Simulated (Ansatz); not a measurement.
# λ, α²F and ρ(T) of Mg(0001) film of 2 layers, part 2 of 2

Each step names its level of theory.

So far, coupling constant λ: step 5 (resistivity: q 3×3×1, k 9×9×1, scattering 12×12×1) 0.362; step 6 (k-mesh 12×12×1, scattering mesh 18×18×1) 0.352. Also resistivity at 300 K (μΩ cm): step 5 27.4; step 6 32.8.

## 9. Coupling and resistivity: q 6×6×1, k 12×12×1, scattering 24×24×1

The next rung changes the q mesh, which sets the reach of the force constants and couplings; the scattering mesh, which samples the Fermi surface; the phonon self-energy between the q points, now taken in.

This step: DFT PBEsol, scalar-relativistic, plane waves, PAW (Ansatz 0.2.0).

input.yaml reads:

```yaml
crystal:
  lattice:
    - [3.0823072583, 0.0, 0.0]
    - [-1.5411536291, 2.669356388, 0.0]
    - [0.0, 0.0, 29.0322659179]
  atoms:
    - { symbol: Mg, position: [0.3333333333, 0.6666666667, 0.188412233] }
    - { symbol: Mg, position: [0.6666666667, 0.3333333333, 0.2805876734] }
  periodic: [true, true, false]
kpoints:
  mp_grid: { grid: [12, 12, 1] }
hamiltonian:
  xc: pbesol
scf:
  occupations: { method: methfessel_paxton, width: 0.2 }
output:
  eigenvalues: true
phonons:
  method: dfpt
  qmesh: [6, 6, 1]
  temperatures: { t_max: 1000, t_step: 50 }
  qpath:
    path:
      - [0.0, 0.0, 0.0]
      - [0.5, 0.0, 0.0]
      - [0.33333333, 0.33333333, 0.0]
      - [0.0, 0.0, 0.0]
    npoints: 10
  electrical_resistivity:
    mesh: [24, 24, 1]
    temperatures: [20.0, 50.0, 77.0, 100.0, 150.0, 200.0, 300.0, 400.0, 600.0, 800.0]
```

Run with:

```sh
$ ansatz run input.yaml --threads 4 --pin off --max-ram 16384MiB --backend cpu --events-out ev --progress --plain --runs-dir out
```

Wall time 4.7 min (4 threads of Arm Neoverse V1, shared host); peak memory 2.5 GiB.

This step gave:

| Quantity | Value |
| --- | --- |
| zero point energy | 0.05970 eV/cell |
| highest frequency, solved or plainly interpolated | 270.5 cm⁻¹ |
| sheet resistance 300K | 93.32 Ω/square, mean in the plane |
| resistivity at 300 K | 27.09 μΩ cm, mean of the axes, of the whole cell with its vacuum |
| coupling constant λ | 0.3867 |
| density of states at the Fermi level | 0.5708 states/eV a spin and cell |
| log mean phonon energy ħω_log | 13.12 meV |
| transport coupling constant λ_tr | 0.2676, 0.2676, 0 (xx, yy, zz) |
| Drude plasma energy | 3.274, 3.274, 0 eV (xx, yy, zz), of the whole cell with its vacuum |
| second-moment phonon energy ħω₂ | 18.02 meV, from the broadened α²F curve |
| coupling λ by branch | 0.137, 0.0779, 0.0382, 0.0259, 0.0552, 0.0522 (branches by rank of frequency) |

The run reports squared frequencies that differ by up to 35 % between the solve mesh and the fine mesh. Some states were left unconverged by the eigensolver. By its own test the run is not converged in the mesh. λ = 0.387 and 93.3 Ω per square at 300 K, against 0.352 and 113 in the run with q 3×3×1, k 12×12×1, scattering 18×18×1 (+9.8 % and -17.3 %). By the run's own test λ moves by 20 % between its two finest scattering meshes.

## 10. Cost and result by level

Times are for 4 threads of Arm Neoverse V1, shared host. Results by setting:

```tsv
no.	run	sheet resistance 300K (Ω/square, mean in the plane)	coupling constant λ	log mean phonon energy ħω_log (meV)	time	memory (GiB)
1	q 3×3×1, k 9×9×1, scattering 12×12×1	94.41	0.3619	11.57	75 s	2.6
2	q 3×3×1, k 12×12×1, scattering 18×18×1	112.8	0.3521	11.57	87 s	2.0
3	q 6×6×1, k 12×12×1, scattering 24×24×1	93.32	0.3867	13.12	4.7 min	2.5
```

The runs together, line α²F. The Eliashberg function α²F, α²F by phonon energy; read off at these points:

```tsv
phonon energy (meV)	q 3×3×1, k 9×9×1, scattering 12×12×1	q 3×3×1, k 12×12×1, scattering 18×18×1	q 6×6×1, k 12×12×1, scattering 24×24×1
1.0	4.0e-4	3.1e-4	5.6e-4
2.0	0.00342	0.00573	0.00517
3.0	0.0133	0.0269	0.0243
4.0	0.0290	0.0320	0.0298
5.0	0.0646	0.0290	0.0202
6.0	0.114	0.0508	0.0243
6.4	0.122	0.0736	0.0361
7.0	0.110	0.115	0.0628
8.0	0.0862	0.108	0.104
9.0	0.0644	0.0688	0.0978
10.0	0.0525	0.0648	0.0656
11.0	0.0566	0.0494	0.0577
12.0	0.0216	0.0212	0.0505
13.0	0.0176	0.0191	0.0313
14.0	0.0231	0.0237	0.0229
15.0	0.0406	0.199	0.0851
15.7	0.0756	0.446	0.347
16.0	0.0965	0.388	0.443
16.5	0.149	0.0651	0.466
17.0	0.273	0.0626	0.142
17.6	0.324	0.0347	0.0558
18.0	0.0606	0.0307	0.0458
18.6	0.147	0.0273	0.0377
19.0	0.104	0.0275	0.132
19.4	0.0661	0.0285	0.313
20.0	0.0434	0.0313	0.0700
21.0	0.0369	0.0402	0.0800
21.7	0.192	0.0420	0.0697
22.0	0.117	0.0431	0.0677
23.0	0.0676	0.119	0.0802
24.0	0.0654	0.0782	0.0884
25.0	0.0683	0.0751	0.0916
26.0	0.0694	0.0870	0.107
27.0	0.0705	0.0876	0.115
28.0	0.0667	0.0764	0.107
29.0	0.0801	0.0979	0.132
30.0	0.188	0.201	0.213
30.6	0.314	0.203	0.242
31.0	0.243	0.172	0.205
32.0	0.131	0.0967	0.109
33.0	0.0305	-	0.0400
```

## 11. The variants together

Series, by row:

```tsv
run	change	level of theory	method	q mesh or supercell	k mesh	scattering mesh	smearing	N(E_F) (states/eV/spin)	lambda	omega_log (meV)	rho 300 K, whole cell (μΩ cm)	core-minutes	wall (s)
b	-	PBEsol, scalar-relativistic, PAW	dfpt	3x3x1	9x9x1	12x12x1	methfessel_paxton 0.2	0.4512	0.3619	11.57	27.41	4.8	75
c	-	PBEsol, scalar-relativistic, PAW	dfpt	3x3x1	12x12x1	18x18x1	methfessel_paxton 0.2	0.4838	0.3521	11.57	32.75	5.6	87
d	-	PBEsol, scalar-relativistic, PAW	dfpt	6x6x1	12x12x1	24x24x1	methfessel_paxton 0.2	0.5708	0.3867	13.12	27.09	18	280
```

## 12. Results

```yaml
run: PBEsol, q 6×6×1, k 12×12×1, scattering 24×24×1
coupling_constant_lambda: 0.387
log_mean_phonon_energy_omega_log: 13.1 meV
states_at_the_fermi_level: 0.571 states/eV/spin/cell
sheet_resistance_at_300_k: 93.3 Ω per square
change_between_its_two_finest_scattering_meshes: λ 20 %, resistivity at 300 K 10 %
time_of_that_run: 4.7 min
coupling_lambda_by_gaussian_sums_at_0p2_ev_ansatz_norm_conserving_cutoff_1143_ev_q_3x3x1_k_15x15x1: 0.157
```

What this shows: On the last rung that gave a resistivity at the base settings (q 6×6×1, k 12×12×1, scattering 24×24×1), Mg(0001) film of 2 layers has λ = 0.39 and a phonon-limited sheet resistance of 93.3 Ω per square at 300 K. In the last run that gave them, λ from the Gaussian sums still varies by a factor of 117 between widths of 0.1 and 0.4 eV; these sums hold few wavevectors and leave out the zone centre. Across the runs of step 10 the sheet resistance 300K runs from 93.3 Ω/square, mean in the plane (q 6×6×1, k 12×12×1, scattering 24×24×1) to 113 Ω/square, mean in the plane (q 3×3×1, k 12×12×1, scattering 18×18×1), while the wall time spans a factor of 3.8. The coupling is moderate (λ = 0.39), so phonons raise the electrons' mass at the Fermi surface by about 39 %, if this value holds on finer meshes. By the run's own test λ moves by 20 % between the two scattering meshes. Values of ρ(T) under 50 K rest on the softest modes, mostly interpolated ones, and are the least sure of the table. The high-temperature form ρ = 2π k_B T λ_tr/(ħ ε₀ ω_p²) gives 30.1 μΩ cm along x at 300 K, against 27.1 from the Boltzmann equation. Ziman's lowest order at 300 K, 28.0, lies between: the step down to it comes mostly from the finite phonon energies, and the full solution lies lower still, since it lets the current shift to the states that scatter least. The three lowest branches give 66 % of λ. By the run's own test, which takes the component that moves most, the resistivity at 300 K moves by 10 % between its two finest scattering meshes, so it is not converged. In the run quoted no mode is imaginary at the wavevectors of the 6×6×1 mesh; wavevectors off that mesh are interpolated. Only scattering by harmonic phonons counts; impurities, grain boundaries and thermal expansion are left out. The resistivity belongs to the whole cell, vacuum included; the sheet resistance is the quantity that does not depend on the vacuum. The c of the given cell is the typed one; the program laid its own vacuum and ran the layer in a cell 29.0 Å high. The structure was built by hand as an ordered model, and its stability against other phases was not tested.

[Logs are printed without paths, hosts, clocks, repeated set-up lines and the standing remarks that a program may print on its own settings, such as how far it seeks lower states.]

[Hosts, paths, dates, database ids (printed as entryN), source tags and the programs' standing remarks are cut or masked in the printed files.]
